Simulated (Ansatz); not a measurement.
## AlP(100) slab, H on both faces (72 atoms): support functions against a reference

Aim: test how closely localised support functions follow the reference on AlP(100) slab, H on both faces (72 atoms), and at what cost. A setting counts as converged where the r.m.s. difference of forces stays under 1 % of the r.m.s. force.

Calculated with Ansatz 0.2.0; Kohn-Sham DFT, PBE, PAW (set soft_2), plane waves.

Report form: inputs, costs, results and the conclusion, without the logs.

## (1) Set-up

The cell holds 72 atoms: 18 Al, 18 P and 36 H. Cell: a = 11.589 Å, b = 11.589 Å, c = 15.829 Å, α = 90.0°, β = 90.0°, γ = 90.0°. It derives from AlP (zinc-blende). Zinc-blende AlP (a = 5.463 Å), (100) slab of 4 atomic planes, 3 x 3 surface cells, H on the broken bonds of both faces, 10 Å of vacuum; displaced by a Gaussian of 0.02 Å. Regions: slab, 36 atoms (18 Al and 18 P); hydrogen, 36 atoms (36 H). Vacuum lies along c.

Before any run, some limits are plain. Caps of real hydrogen don't mimic the fractional bonds of a polar compound, so surface states and strained caps may belong to the model. Beside vacuum, support functions can miss their usual error bounds without a warning. Sampling is at Γ alone, for a cell whose shortest periodic width is 12 Å.

## (2) Plane-wave single point

The first run uses the default basis; a harder plane-wave run follows as the reference for the support functions.

Input file input.yaml:

```yaml
crystal:
  lattice:
    - [11.58877, 0.0, 0.0]
    - [0.0, 11.58877, 0.0]
    - [0.0, 0.0, 15.8293]
  atoms:
    - { symbol: Al, position: [0.26542, 0.16781, 0.45244] }
    - { symbol: P, position: [0.26796, 0.33433, 0.3706] }
    - { symbol: Al, position: [0.10083, 0.33669, 0.62662] }
    - { symbol: P, position: [0.10318, 0.16805, 0.54036] }
    - { symbol: Al, position: [0.26675, 0.5018, 0.45224] }
    - { symbol: P, position: [0.26358, 0.66847, 0.36798] }
    - { symbol: Al, position: [0.10008, 0.66671, 0.62743] }
    - { symbol: P, position: [0.09837, 0.50059, 0.53959] }
[... 60 atom lines left out ...]
    - { symbol: H, position: [0.03345, 0.0002, 0.3134] }
    - { symbol: H, position: [0.83339, 0.00029, 0.31516] }
    - { symbol: H, position: [0.87986, 0.99874, 0.68447] }
    - { symbol: H, position: [0.65606, 0.00057, 0.68447] }
kpoints:
  mp_grid: { grid: [1, 1, 1] }
hamiltonian:
  xc: pbe
scf:
  occupations: { method: gaussian, width: 0.025 }
output:
  forces: true
  populations: true
  dos:
    method: { smearing: { sigma: 0.08 } }
    de: 0.1
    projected:
      site_lists:
        Al: [Al]
        H: [H]
        P: [P]
        slab: [0, 1, 2, 3, 4, 5, 6, 7, 8, 9, 10, 11, 12, 13, 14, 15, 16, 17, 18, 19, 20, 21, 22, 23, 24, 25, 26, 27, 28, 29, 30, 31, 32, 33, 34, 35]
        hydrogen: [36, 37, 38, 39, 40, 41, 42, 43, 44, 45, 46, 47, 48, 49, 50, 51, 52, 53, 54, 55, 56, 57, 58, 59, 60, 61, 62, 63, 64, 65, 66, 67, 68, 69, 70, 71]
  eigenvalues: true
  write_density: true
  write_potential: true
  volumetric_format: npy
  elf: true
```

Run with:

```
ansatz run input.yaml --threads 4 --pin off --max-ram 8192MiB --backend cpu --events-out ev --progress --plain --runs-dir out
```

Elapsed: 19 s, on 4 threads of AMD EPYC 7B13 (Zen 3), shared host; peak memory 1.6 GiB.

The program notes that the exchange-correlation potential is rough where the density is thin.

Read from the output:

| Quantity | Value |
| --- | --- |
| free energy | -23842.9626 eV |
| free energy per atom | -331.1523 eV/atom |
| SCF cycles | 25 |
| r.m.s. force component | 0.5198 eV/Å |
| longest force | 2.261 eV/Å |
| Fermi energy | 0.7329 eV |
| levels partly filled by over 2 per cent | 2 |
| spilling of the projection | 0.01291 |

The r.m.s. force component of 0.52 eV/Å sets the scale for the differences below.

## (3) Plane waves at 750 eV (750 eV)

A harder cutoff gives the support functions a reference with less basis error.

input.yaml, the sections that differ from step 2:

```yaml
output:
  forces: true
  eigenvalues: true
basis:
  ecutwfc: "750 eV"
# crystal, kpoints, hamiltonian, scf: as in step 2
```

Run time: 34 s. Hardware: 4 threads; peak memory 3.4 GiB; 2.1 min of CPU time.

Forces differ from the reference by 1.5 meV/Å r.m.s., 0.29 % of their size, well within a tolerance of 1 %; the energy by -1.3 meV/atom. It took roughly 1.8 times the reference's time (one timing each, with unlike analyses asked), in 24 cycles against 25.

## (4) Support functions medium

With localised support functions most steps grow linearly with size, though the diagonalisation grows faster unless the density matrix is cut; this run measures error and cost at this size. Besides, the program derives a nominal cutoff of 420 eV for this run, against the reference's 750.

This step: Kohn-Sham DFT, PBE, PAW (set soft_2), localised support functions (medium) (Ansatz 0.2.0).

input.yaml, the sections that differ from step 3:

```yaml
scf:
  occupations: { method: gaussian, width: 0.025 }
  eigensolver: { kind: { support_functions: { accuracy: medium } } }
  mixing: { beta: 0.4 }
  max_iter: 150
output:
  forces: true
# crystal, kpoints, hamiltonian: as in step 3
# basis: removed
```

It took 77 s on 4 threads; peak memory 2.5 GiB; 4.9 min of CPU time.

The program notes that the band table was not solved further than the SCF left it and it switched symmetry off.

Keys that differ from the reference: basis.ecutwfc removed, support_functions.accuracy = "medium", scf.max_iter = 150 and scf.mixing.beta = 0.4.

Forces differ from the reference by 0.23 meV/Å r.m.s., 0.044 % of their size, well within a tolerance of 1 %; the energy by -0.19 meV/atom. It took 2.2 times the reference's time (shared host, so rough).

## (5) Support functions low

The cell is solved in localised support functions. Besides, the program derives a nominal cutoff of 420 eV for this run, against the reference's 750.

This step: Kohn-Sham DFT, PBE, PAW (set soft_2), localised support functions (low) (Ansatz 0.2.0).

input.yaml, the sections that differ from step 4:

```yaml
scf:
  occupations: { method: gaussian, width: 0.025 }
  eigensolver: { kind: { support_functions: { accuracy: low } } }
  mixing: { beta: 0.4 }
  max_iter: 150
# crystal, kpoints, hamiltonian, output: as in step 4
```

Elapsed: 67 s, on 4 threads; peak memory 2.4 GiB; 4.3 min of CPU time.

Keys that differ from the reference: basis.ecutwfc removed, support_functions.accuracy = "low", scf.max_iter = 150 and scf.mixing.beta = 0.4.

Forces differ from the reference by 0.70 meV/Å r.m.s., 0.13 % of their size, well within a tolerance of 1 %; the energy by -0.19 meV/atom. It took 2.0 times the reference's time (shared host, so rough).

## (6) Support functions high

This step: Kohn-Sham DFT, PBE, PAW (set soft_2), localised support functions (high) (Ansatz 0.2.0).

input.yaml, the sections that differ from step 5:

```yaml
scf:
  occupations: { method: gaussian, width: 0.025 }
  eigensolver: { kind: { support_functions: { accuracy: high } } }
  mixing: { beta: 0.4 }
  max_iter: 150
# crystal, kpoints, hamiltonian, output: as in step 5
```

Run time: 4.4 min. Hardware: 4 threads; peak memory 5.1 GiB; 17 min of CPU time.

Keys that differ from the reference: basis.ecutwfc removed, support_functions.accuracy = "high", scf.max_iter = 150 and scf.mixing.beta = 0.4.

Forces differ from the reference by 0.18 meV/Å r.m.s., 0.035 % of their size, well within a tolerance of 1 %; the energy by -0.21 meV/atom. It took 7.7 times the reference's time (shared host, so rough).

## (7) Support functions medium, radius 3.89 Å

The radius confines each support function; a larger one gives more freedom and more work per atom. Besides, the program derives a nominal cutoff of 420 eV for this run, against the reference's 750.

This step: Kohn-Sham DFT, PBE, PAW (set soft_2), localised support functions (medium) (Ansatz 0.2.0).

input.yaml, the sections that differ from step 6:

```yaml
scf:
  occupations: { method: gaussian, width: 0.025 }
  eigensolver: { kind: { support_functions: { accuracy: medium, radius: 3.89 } } }
  mixing: { beta: 0.4 }
  max_iter: 150
# crystal, kpoints, hamiltonian, output: as in step 6
```

Run time: 72 s. Hardware: 4 threads; peak memory 2.4 GiB.

Keys that differ from the reference: basis.ecutwfc removed, support_functions.accuracy = "medium", support_functions.radius = 3.89, scf.max_iter = 150 and scf.mixing.beta = 0.4.

Forces differ from the reference by 0.32 meV/Å r.m.s., 0.061 % of their size, well within a tolerance of 1 %; the energy by -0.19 meV/atom. It took 2.1 times the reference's time (shared host, so rough).

## (8) Support functions medium, radius 4.21 Å

input.yaml, the sections that differ from step 7:

```yaml
scf:
  occupations: { method: gaussian, width: 0.025 }
  eigensolver: { kind: { support_functions: { accuracy: medium, radius: 4.21 } } }
  mixing: { beta: 0.4 }
  max_iter: 150
# crystal, kpoints, hamiltonian, output: as in step 7
```

Elapsed: 84 s, on 4 threads; peak memory 2.6 GiB.

Keys that differ from the reference: basis.ecutwfc removed, support_functions.accuracy = "medium", support_functions.radius = 4.21, scf.max_iter = 150 and scf.mixing.beta = 0.4.

Forces differ from the reference by 0.23 meV/Å r.m.s., 0.044 % of their size, well within a tolerance of 1 %; the energy by -0.19 meV/atom. It took 2.5 times the reference's time (shared host, so rough).

## (9) Support functions medium, radius 4.49 Å

input.yaml, the sections that differ from step 8:

```yaml
scf:
  occupations: { method: gaussian, width: 0.025 }
  eigensolver: { kind: { support_functions: { accuracy: medium, radius: 4.49 } } }
  mixing: { beta: 0.4 }
  max_iter: 150
# crystal, kpoints, hamiltonian, output: as in step 8
```

The job ended after 95 s (4 threads; peak memory 2.8 GiB; 6.1 min of CPU time).

Keys that differ from the reference: basis.ecutwfc removed, support_functions.accuracy = "medium", support_functions.radius = 4.49, scf.max_iter = 150 and scf.mixing.beta = 0.4.

Forces differ from the reference by 0.22 meV/Å r.m.s., 0.042 % of their size, well within a tolerance of 1 %; the energy by -0.19 meV/atom. It took 2.8 times the reference's time (shared host, so rough).

## (10) Support functions medium, radius 4.82 Å

input.yaml, the sections that differ from step 9:

```yaml
scf:
  occupations: { method: gaussian, width: 0.025 }
  eigensolver: { kind: { support_functions: { accuracy: medium, radius: 4.82 } } }
  mixing: { beta: 0.4 }
  max_iter: 150
# crystal, kpoints, hamiltonian, output: as in step 9
```

It took 1.9 min on 4 threads; peak memory 3.1 GiB.

Keys that differ from the reference: basis.ecutwfc removed, support_functions.accuracy = "medium", support_functions.radius = 4.82, scf.max_iter = 150 and scf.mixing.beta = 0.4.

Forces differ from the reference by 0.27 meV/Å r.m.s., 0.052 % of their size, well within a tolerance of 1 %; the energy by -0.19 meV/atom. It took 3.4 times the reference's time (shared host, so rough).

## (11) Support functions medium, radius 5.42 Å

input.yaml, the sections that differ from step 10:

```yaml
scf:
  occupations: { method: gaussian, width: 0.025 }
  eigensolver: { kind: { support_functions: { accuracy: medium, radius: 5.42 } } }
  mixing: { beta: 0.4 }
  max_iter: 150
# crystal, kpoints, hamiltonian, output: as in step 10
```

Wall time 2.7 min (4 threads); peak memory 3.6 GiB.

Keys that differ from the reference: basis.ecutwfc removed, support_functions.accuracy = "medium", support_functions.radius = 5.42, scf.max_iter = 150 and scf.mixing.beta = 0.4.

Forces differ from the reference by 0.21 meV/Å r.m.s., 0.040 % of their size, well within a tolerance of 1 %; the energy by -0.19 meV/atom. It took 4.8 times the reference's time (shared host, so rough).

## (12) Support functions medium, radius 6.02 Å

input.yaml, the sections that differ from step 11:

```yaml
scf:
  occupations: { method: gaussian, width: 0.025 }
  eigensolver: { kind: { support_functions: { accuracy: medium, radius: 6.02 } } }
  mixing: { beta: 0.4 }
  max_iter: 150
# crystal, kpoints, hamiltonian, output: as in step 11
```

It took 3.7 min on 4 threads; peak memory 4.3 GiB; 14 min of CPU time.

Keys that differ from the reference: basis.ecutwfc removed, support_functions.accuracy = "medium", support_functions.radius = 6.02, scf.max_iter = 150 and scf.mixing.beta = 0.4.

Forces differ from the reference by 0.22 meV/Å r.m.s., 0.042 % of their size, well within a tolerance of 1 %; the energy by -0.19 meV/atom. It took 6.5 times the reference's time (shared host, so rough).

## (13) Cost against change

Each row is set against the plane-wave reference (Kohn-Sham DFT, PBE, PAW (set soft_2), plane waves; r.m.s. force component 0.520 eV/Å). Energies are set beside the reference only for runs with its functional, potentials and electron count. Times are for 4 threads of AMD EPYC 7B13 (Zen 3), shared host. The reference's time includes the DOS, ELF and grids, which some other runs skip.

| run | Δ force, r.m.s. (meV/Å) | share of r.m.s. force (%) | Δ energy (meV/atom) | cycles | time | host memory (GiB) |
| --- | --- | --- | --- | --- | --- | --- |
| reference | - | - | - | 25 | 19 s | 1.6 |
| plane waves at 750 eV (750 eV) | 1.49 | 0.286 | -1.32 | 24 | 34 s | 3.4 |

## (14) All settings compared

Differences are against the run with plane waves at 750 eV (Kohn-Sham DFT, PBE, PAW (set soft_2), plane waves), whose r.m.s. force component is 0.519 eV/Å. Energies are set beside the reference only for runs with its functional, potentials and electron count. Times are for 4 threads of AMD EPYC 7B13 (Zen 3), shared host.

| run | Δ force, r.m.s. (meV/Å) | share of r.m.s. force (%) | Δ energy (meV/atom) | cycles | time | host memory (GiB) |
| --- | --- | --- | --- | --- | --- | --- |
| reference | - | - | - | 24 | 34 s | 3.4 |
| support functions medium | 0.226 | 0.0436 | -0.191 | 27 | 77 s | 2.5 |
| support functions low | 0.698 | 0.134 | -0.191 | 25 | 67 s | 2.4 |
| support functions high | 0.182 | 0.0351 | -0.214 | 34 | 4.4 min | 5.1 |
| support functions medium, radius 3.89 Å | 0.319 | 0.0615 | -0.191 | 27 | 72 s | 2.4 |
| support functions medium, radius 4.21 Å | 0.228 | 0.0439 | -0.191 | 27 | 84 s | 2.6 |
| support functions medium, radius 4.49 Å | 0.217 | 0.0419 | -0.191 | 27 | 95 s | 2.8 |
| support functions medium, radius 4.82 Å | 0.269 | 0.0519 | -0.191 | 28 | 1.9 min | 3.1 |
| support functions medium, radius 5.42 Å | 0.208 | 0.0401 | -0.191 | 27 | 2.7 min | 3.6 |
| support functions medium, radius 6.02 Å | 0.217 | 0.0419 | -0.191 | 26 | 3.7 min | 4.3 |

(Part 1 of 2 ends here.)

[Long decimals in the printed logs are rounded to 6 places.]

[Logs are printed without paths, hosts, clocks, repeated set-up lines and the standing remarks that a program may print on its own settings, such as how far it seeks lower states.]

[Hosts, paths, dates, database ids (printed as entryN), source tags and the programs' standing remarks are cut or masked in the printed files.]
